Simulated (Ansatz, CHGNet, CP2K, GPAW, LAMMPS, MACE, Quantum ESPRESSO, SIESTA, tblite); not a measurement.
**Quantum ESPRESSO runs on liquid (Rb,Cs)Cl at 1000 K (84 atoms)**

Wanted: Quantum ESPRESSO inputs and outputs for liquid (Rb,Cs)Cl at 1000 K (84 atoms), checked against a plane-wave reference.

Program: Quantum ESPRESSO 7.5. Level of theory: the method is named at each step. Results are calculated unless marked as measured.

**1. Set-up**

The cell holds 84 atoms: 25 Rb, 17 Cs and 42 Cl. Its edges and angles: a = 15.586 Å, b = 15.586 Å, c = 15.586 Å, α = 90.0°, β = 90.0°, γ = 90.0°. 84 atoms (25 Rb, 17 Cs, 42 Cl) placed at random at 2.58 g/cm³, melted at 1800 K for 10 ps at fixed volume with the Lennard-Jones and Coulomb ion parameters for SPC/E (Joung and Cheatham, J. Phys. Chem. B 112, 9020 (2008)), full charges. Snapshot at the end of a hold of 20 ps at 1000 K and fixed volume.

The yardstick, on the same geometry:

| Quantity | Value |
| --- | --- |
| method | Kohn-Sham DFT, PBE, PAW, plane waves (Ansatz 0.2.0); cutoff 420 eV, Γ point, fermi-dirac smearing of 0.05 eV; PAW set soft_2 |
| r.m.s. force component | 0.3246 eV/Å |
| longest force | 1.643 eV/Å |
| pressure | 0.777 GPa |
| gap (highest filled to lowest empty level) | 3.753 eV |
| SCF cycles | 7 |
| time | 23 s on 8 threads of Arm Neoverse V2, shared host |
| CPU time | 3 min |

**2. PBE, sssp-1.3.0-efficiency, 45/360 Ry**

Method: Kohn-Sham DFT, PBE, SSSP efficiency 1.3.0 pseudopotentials, plane waves.

pw.in reads:

```
&control
  calculation = 'scf'
  pseudo_dir = './pseudo'
  outdir = './tmp'
  disk_io = 'none'
  tprnfor = .true.
  tstress = .true.
/
&system
  ibrav = 0
  nat = 84
  ntyp = 3
  ecutwfc = 45
  ecutrho = 360
  nosym = .true.
  occupations = 'smearing'
  smearing = 'fd'
  degauss = 0.003675
/
&electrons
  conv_thr = 4.2e-07
  electron_maxstep = 100
  mixing_beta = 0.4
  mixing_mode = 'plain'
  diagonalization = 'david'
/
ATOMIC_SPECIES
Rb 85.468 Rb.upf
Cs 132.905 Cs.upf
Cl 35.450 Cl.upf
CELL_PARAMETERS angstrom
15.58600 0.00000 0.00000
0.00000 15.58600 0.00000
0.00000 0.00000 15.58600
ATOMIC_POSITIONS crystal
Rb 0.57887 0.23343 0.38236
Rb 0.93059 0.61764 0.25504
Rb 0.50103 0.93524 0.12049
Rb 0.45649 0.50489 0.57218
Rb 0.96650 0.82356 0.44985
Rb 0.15616 0.89603 0.63770
Rb 0.52772 0.75546 0.73115
Rb 0.34593 0.96080 0.88550
Rb 0.65118 0.15228 0.04857
Rb 0.99878 0.25300 0.10929
Rb 0.58603 0.46143 0.81516
Rb 0.77601 0.94316 0.58715
Rb 0.56850 0.48773 0.14334
Rb 0.19604 0.11240 0.97106
Rb 0.01568 0.10437 0.77936
Rb 0.83873 0.27393 0.91112
Rb 0.46362 0.91932 0.48335
Rb 0.33085 0.66120 0.96627
Rb 0.73294 0.41456 0.30116
Rb 0.67301 0.78321 0.32463
Rb 0.33189 0.25697 0.56359
Rb 0.09842 0.83811 0.05309
Rb 0.21987 0.06417 0.29226
Rb 0.58180 0.61721 0.45708
Rb 0.21021 0.62355 0.67898
Cs 0.78462 0.94881 0.91559
Cs 0.14215 0.33136 0.33091
Cs 0.65128 0.75328 0.04005
Cs 0.98630 0.76688 0.83775
Cs 0.38848 0.19794 0.17048
Cs 0.05601 0.42622 0.73316
Cs 0.83896 0.58213 0.95543
Cs 0.88895 0.99421 0.20438
Cs 0.77850 0.68121 0.63507
Cs 0.71290 0.26873 0.65446
Cs 0.34003 0.29113 0.84182
Cs 0.94979 0.44671 0.51718
Cs 0.27273 0.85094 0.27226
Cs 0.28247 0.60716 0.31083
Cs 0.12693 0.47059 0.00841
Cs 0.95810 0.13223 0.47656
Cs 0.55079 0.10694 0.78928
Cl 0.70332 0.93548 0.10394
Cl 0.25114 0.41736 0.64860
Cl 0.60785 0.57647 0.64954
Cl 0.80656 0.61077 0.45121
Cl 0.27432 0.09367 0.75996
Cl 0.08402 0.26340 0.91434
Cl 0.20589 0.27737 0.14601
Cl 0.72390 0.61494 0.21616
Cl 0.77641 0.75844 0.82203
Cl 0.60493 0.29104 0.18808
Cl 0.04767 0.57761 0.84944
Cl 0.31862 0.77234 0.76248
Cl 0.67706 0.36199 0.95839
Cl 0.81846 0.28417 0.46562
[... 24 atom lines left out ...]
Cl 0.27680 0.89660 0.46903
Cl 0.32165 0.26692 0.35237
Cl 0.03812 0.72448 0.63035
Cl 0.08923 0.53114 0.34515
K_POINTS gamma
```

Command:

```sh
$ OMP_NUM_THREADS=1 mpirun -np 4 pw.x -in pw.in > output.txt
```

What it wrote:

```text
Program PWSCF
     gamma-point specific algorithms are used
     one sub-group per band group will be used
     scalapack distributed-memory algorithm (size of sub-group:  2*  2 procs)
     Parallelization info
     sticks:   dense  smooth     PW     G-vecs:    dense   smooth      PW
     Min        6203    3099    779               736783   260475   32545
     Max        6206    3102    782               736798   260490   32550
     Sum       24817   12401   3125              2947153  1041925  130195
     bravais-lattice index     =            0
     lattice parameter (alat)  =      29.4533  a.u.
     unit-cell volume          =   25550.5714 (a.u.)^3
     number of atoms/cell      =           84
     number of atomic types    =            3
     number of electrons       =       672.00
     number of Kohn-Sham states=          403
     kinetic-energy cutoff     =      45.0000  Ry
     charge density cutoff     =     360.0000  Ry
     scf convergence threshold =      4.2E-07
     mixing beta               =       0.4000
     number of iterations used =            8  plain     mixing
     Exchange-correlation=  SLA  PW   PBX  PBC
                           (   1   4   3   4   0   0   0)
     crystal axes: (cart. coord. in units of alat)
               a(1) = (   1.000000   0.000000   0.000000 )
               a(2) = (   0.000000   1.000000   0.000000 )
               a(3) = (   0.000000   0.000000   1.000000 )
     reciprocal axes: (cart. coord. in units 2 pi/alat)
               b(1) = (  1.000000  0.000000  0.000000 )
               b(2) = (  0.000000  1.000000  0.000000 )
               b(3) = (  0.000000  0.000000  1.000000 )
     PseudoPot. # 1 for Rb:
     Pseudo is Norm-conserving, Zval =  9.0
     PseudoPot. # 2 for Cs:
     Pseudo is Ultrasoft + core correction, Zval =  9.0
     PseudoPot. # 3 for Cl:
     Pseudo is Ultrasoft + core correction, Zval =  7.0
     atomic species   valence    mass     pseudopotential
     Rb                9.00    85.46800     Rb( 1.00)
     Cs                9.00   132.90500     Cs( 1.00)
     Cl                7.00    35.45000     Cl( 1.00)
     No symmetry found
   Cartesian axes
     number of k points=     1  Fermi-Dirac smearing, width (Ry)=  0.0037
                       cart. coord. in units 2pi/alat
        k(    1) = (   0.0000000   0.0000000   0.0000000), wk =   2.0000000
     Dense  grid:  1473577 G-vectors     FFT dimensions: ( 180, 180, 180)
     Smooth grid:   520963 G-vectors     FFT dimensions: ( 125, 125, 125)
     Initial potential from superposition of free atoms
     starting charge     670.7110, renormalised to     672.0000
     negative rho (up, down):  6.339E-01 0.000E+00
     Starting wfcs are  514 randomized atomic wfcs
     Self-consistent Calculation
     iteration #  1     ecut=    45.00 Ry     beta= 0.40
     Threshold (ethr) on eigenvalues was too large:
     Diagonalizing with lowered threshold
     negative rho (up, down):  6.467E-01 0.000E+00
     total energy              =   -3703.61246141 Ry
     estimated scf accuracy    <       5.10750074 Ry
     iteration #  2     ecut=    45.00 Ry     beta= 0.40
     negative rho (up, down):  6.325E-01 0.000E+00
     total energy              =   -3704.40978970 Ry
     estimated scf accuracy    <       0.37095031 Ry
     iteration #  3     ecut=    45.00 Ry     beta= 0.40
     negative rho (up, down):  6.110E-01 0.000E+00
     total energy              =   -3704.46345724 Ry
     estimated scf accuracy    <       0.09888522 Ry
     iteration #  4     ecut=    45.00 Ry     beta= 0.40
     negative rho (up, down):  6.113E-01 0.000E+00
     total energy              =   -3704.47195888 Ry
     estimated scf accuracy    <       0.00547871 Ry
     iteration #  5     ecut=    45.00 Ry     beta= 0.40
     negative rho (up, down):  6.121E-01 0.000E+00
     total energy              =   -3704.47339126 Ry
     estimated scf accuracy    <       0.00029952 Ry
     iteration #  6     ecut=    45.00 Ry     beta= 0.40
     negative rho (up, down):  6.118E-01 0.000E+00
     total energy              =   -3704.47351875 Ry
     estimated scf accuracy    <       0.00008864 Ry
     iteration #  7     ecut=    45.00 Ry     beta= 0.40
     negative rho (up, down):  6.118E-01 0.000E+00
     total energy              =   -3704.47356301 Ry
     estimated scf accuracy    <       0.00000742 Ry
     iteration #  8     ecut=    45.00 Ry     beta= 0.40
     negative rho (up, down):  6.116E-01 0.000E+00
     total energy              =   -3704.47356716 Ry
     estimated scf accuracy    <       0.00000044 Ry
     iteration #  9     ecut=    45.00 Ry     beta= 0.40
     negative rho (up, down):  6.115E-01 0.000E+00
     End of self-consistent calculation
          k = 0.0000 0.0000 0.0000 ( 65098 PWs)   bands (ev):
   -25.0582 -25.0113 -24.8726 -24.8555 -24.7994 -24.7964 -24.6106 -24.5950
   -24.5764 -24.5705 -24.5561 -24.4763 -24.4677 -24.4464 -24.4140 -24.3998
   -24.3736 -24.2973 -24.2209 -24.1844 -24.0642 -23.9233 -23.8935 -23.8661
   -23.8603 -19.5069 -19.3142 -19.3036 -19.2203 -18.9628 -18.9150 -18.8454
   -18.8190 -18.7038 -18.7033 -18.6646 -18.5763 -18.5566 -18.4973 -18.4797
   -18.2616 -18.2078 -12.4822 -12.3124 -12.2460 -12.2240 -12.1348 -12.1135
   -12.0672 -12.0093 -11.9996 -11.9476 -11.9297 -11.9193 -11.8844 -11.8501
   -11.8356 -11.8148 -11.7938 -11.7787 -11.7765 -11.7364 -11.7274 -11.7222
   -11.6638 -11.6512 -11.6242 -11.6144 -11.5991 -11.5666 -11.5597 -11.5480
   -11.5167 -11.5013 -11.4709 -11.4510 -11.4150 -11.3994 -11.3840 -11.3707
   -11.3503 -11.3259 -11.2737 -11.2632  -9.3580  -9.2620  -9.1469  -9.1036
    -9.0745  -9.0551  -9.0424  -9.0018  -8.9825  -8.9431  -8.9408  -8.9130
[...]
6.5029   6.5441   6.5558   6.5793   6.5903   6.6060   6.6305   6.6551
     6.6697   6.7097   6.7324   6.7419   6.7829   6.7935   6.8128   6.8456
     6.8632   6.8777   6.8914   6.9354   6.9600   6.9793   7.0036   7.0255
     7.0507   7.0636   7.0757   7.0877   7.1019   7.1382   7.1627   7.1669
     7.2056   7.2367   7.2491   7.2841   7.3070   7.3279   7.3443   7.3576
     7.3665   7.3979   7.3988
     the Fermi energy is     2.6711 ev
!    total energy              =   -3704.47356789 Ry
     estimated scf accuracy    <       0.00000007 Ry
     smearing contrib. (-TS)   =       0.00000000 Ry
     internal energy E=F+TS    =   -3704.47356789 Ry
     The total energy is F=E-TS. E is the sum of the following terms:
     one-electron contribution =   -1292.31155773 Ry
     hartree contribution      =     842.02389805 Ry
     xc contribution           =   -1101.52503364 Ry
     ewald contribution        =   -2152.66087457 Ry
     convergence has been achieved in   9 iterations
     negative rho (up, down):  6.115E-01 0.000E+00
     Forces acting on atoms (cartesian axes, Ry/au):
     atom    1 type  1   force =    -0.00548708   -0.01280432    0.00597396
     atom    2 type  1   force =    -0.00003669   -0.00028485   -0.00545795
     atom    3 type  1   force =    -0.01249520    0.00030287   -0.00470184
     atom    4 type  1   force =    -0.03387722   -0.05176466    0.01758288
     atom    5 type  1   force =     0.00860306   -0.00876309    0.00979620
     atom    6 type  1   force =     0.01394103    0.00182599    0.00337471
     atom    7 type  1   force =    -0.00106750    0.00042393    0.01327962
     atom    8 type  1   force =    -0.00055802   -0.01330170    0.00082843
     atom    9 type  1   force =     0.00611670    0.00373994   -0.00578294
     atom   10 type  1   force =     0.00852619    0.01180767    0.00637789
     atom   11 type  1   force =    -0.00046670    0.01417252    0.01472193
     atom   12 type  1   force =    -0.02626070    0.01012633   -0.00007747
[...]
atom   80 type  3   force =    -0.01449330    0.00061547   -0.01202423
     atom   81 type  3   force =    -0.02041394    0.00742118    0.01025559
     atom   82 type  3   force =     0.03063801   -0.01328282    0.02429333
     atom   83 type  3   force =    -0.00144353   -0.00335039   -0.00709487
     atom   84 type  3   force =    -0.00748218    0.00735901    0.00816392
     Total force =     0.199143     Total SCF correction =     0.000261
     Computing stress (Cartesian axis) and pressure
     negative rho (up, down):  6.115E-01 0.000E+00
          total   stress  (Ry/bohr**3)                   (kbar)     P=        7.52
   0.00004606  -0.00000149   0.00000443            6.78       -0.22        0.65
  -0.00000149   0.00006031   0.00000998           -0.22        8.87        1.47
   0.00000443   0.00000998   0.00004709            0.65        1.47        6.93
     Message from routine punch:
     Nothing written, as per user request (disk_io='none')
```

The job ended after 6.6 min (4 MPI ranks of Arm Neoverse V2, shared host; peak memory 9.5 GiB; 26 min of CPU time).

Banners, paths, timers and routine set-up lines are dropped from the logs unmarked, and long logs keep their key lines alone; longer cuts are marked.

Compared with the plane-wave run:

* r.m.s. force component: 0.3225 eV/Å
* r.m.s. difference of force components: 4.787 meV/Å
* longest difference of force vectors: 18.66 meV/Å
* force difference over r.m.s. force: 1.475 %
* slope of forces against the reference's: 0.9937
* correlation of force components: 0.9999
* gap (highest filled to lowest empty level): 3.754 eV
* gap difference: 0.0008 eV
* pressure: 0.7527 GPa
* pressure difference: -0.0243 GPa

Length of the force difference by element (eV/Å):

| element | atoms | mean | most |
| --- | --- | --- | --- |
| Cl | 42 | 0.008 | 0.019 |
| Cs | 17 | 0.01 | 0.015 |
| Rb | 25 | 0.003 | 0.011 |

Levels nearest the highest filled one (eV from it): -0.28, -0.28, -0.26, -0.26, -0.25, -0.21, -0.17, -0.08, -0.07, -0.04, -0.04, 0.00, 3.75, 4.49, 4.66, 4.67, 4.71, 4.80, 4.83, 4.94, 5.15, 5.17, 5.24, 5.26.

The surroundings of Cs26, picked at random, nearest first, numbered as they follow in the input and with coordinates relative to it.

| atom | x | y | z | distance (Å) | Fx | Fy | Fz (eV/Å) |
| --- | --- | --- | --- | --- | --- | --- | --- |
| Cs26 | 0.00 | 0.00 | 0.00 | 0.00 | 0.30 | -0.44 | 0.18 |
| Cl74 | -0.71 | 2.68 | -1.24 | 3.03 | 0.39 | 0.55 | -0.37 |
| Cl43 | -1.27 | -0.21 | 2.94 | 3.20 | -0.31 | 0.49 | 0.52 |
| Cl51 | -0.13 | -2.97 | -1.46 | 3.31 | -0.32 | -0.09 | -0.10 |
| Cl58 | 1.53 | -2.60 | 1.56 | 3.40 | 0.32 | -0.10 | 0.62 |
| Cl80 | 1.43 | 2.69 | 1.96 | 3.62 | -0.37 | 0.02 | -0.31 |
| Cl79 | -3.89 | -0.86 | -0.35 | 4.00 | 0.14 | 0.10 | 0.05 |
| Cs28 | -2.08 | -3.05 | 1.94 | 4.17 | -0.10 | -0.45 | -0.28 |
| Rb9 | -2.08 | 3.17 | 2.07 | 4.32 | 0.16 | 0.10 | -0.15 |
| Cs29 | 3.14 | -2.84 | -1.21 | 4.40 | 0.09 | 0.55 | -0.33 |

Forces lie 1.5 % from the reference's, at 9.0 times its CPU time (on 4 against 8 cores).

**3. Results**

| Property | Result |
| --- | --- |
| force difference from the reference | QE PBE, sssp-1.3.0-efficiency, 45/360 Ry, 1.5 % |
| its CPU time | 26 min |

PBE on plane waves or a grid with other potentials, cutoffs or grids differs from the reference by 1.5 % (QE PBE, sssp-1.3.0-efficiency, 45/360 Ry) of the r.m.s. force; this holds the reference's own error, so differences of a few per cent don't tell which side is nearer the exact PBE result (QE's 45 Ry are 612 eV, against the reference's 420 eV). PBE gaps agree with the reference's 3.75 eV within 0.001 eV. The frame stands for 1000 K, but pressures are static and levels are smeared at 580 K. The network of bonds at the start is that of the classical potential that made the cell, and needn't be the one that DFT or experiment would give. The ion parameters were fitted for water, not for melts, so the starting structure of this cell may lie well off the real melt's. The electronic-structure runs sample only Γ, in a cell whose shortest periodic width is 16 Å. Spin–orbit coupling is left out, which matters for the levels of the heavy elements.

[Also dropped from logs without a mark: logging warnings of Python, and SIESTA's first energy breakdown and zero terms.]

[Logs are printed without paths, hosts, clocks, repeated set-up lines and the standing remarks that a program may print on its own settings, such as how far it seeks lower states.]

[Hosts, paths, dates, database ids (printed as entryN), source tags and the programs' standing remarks are cut or masked in the printed files.]
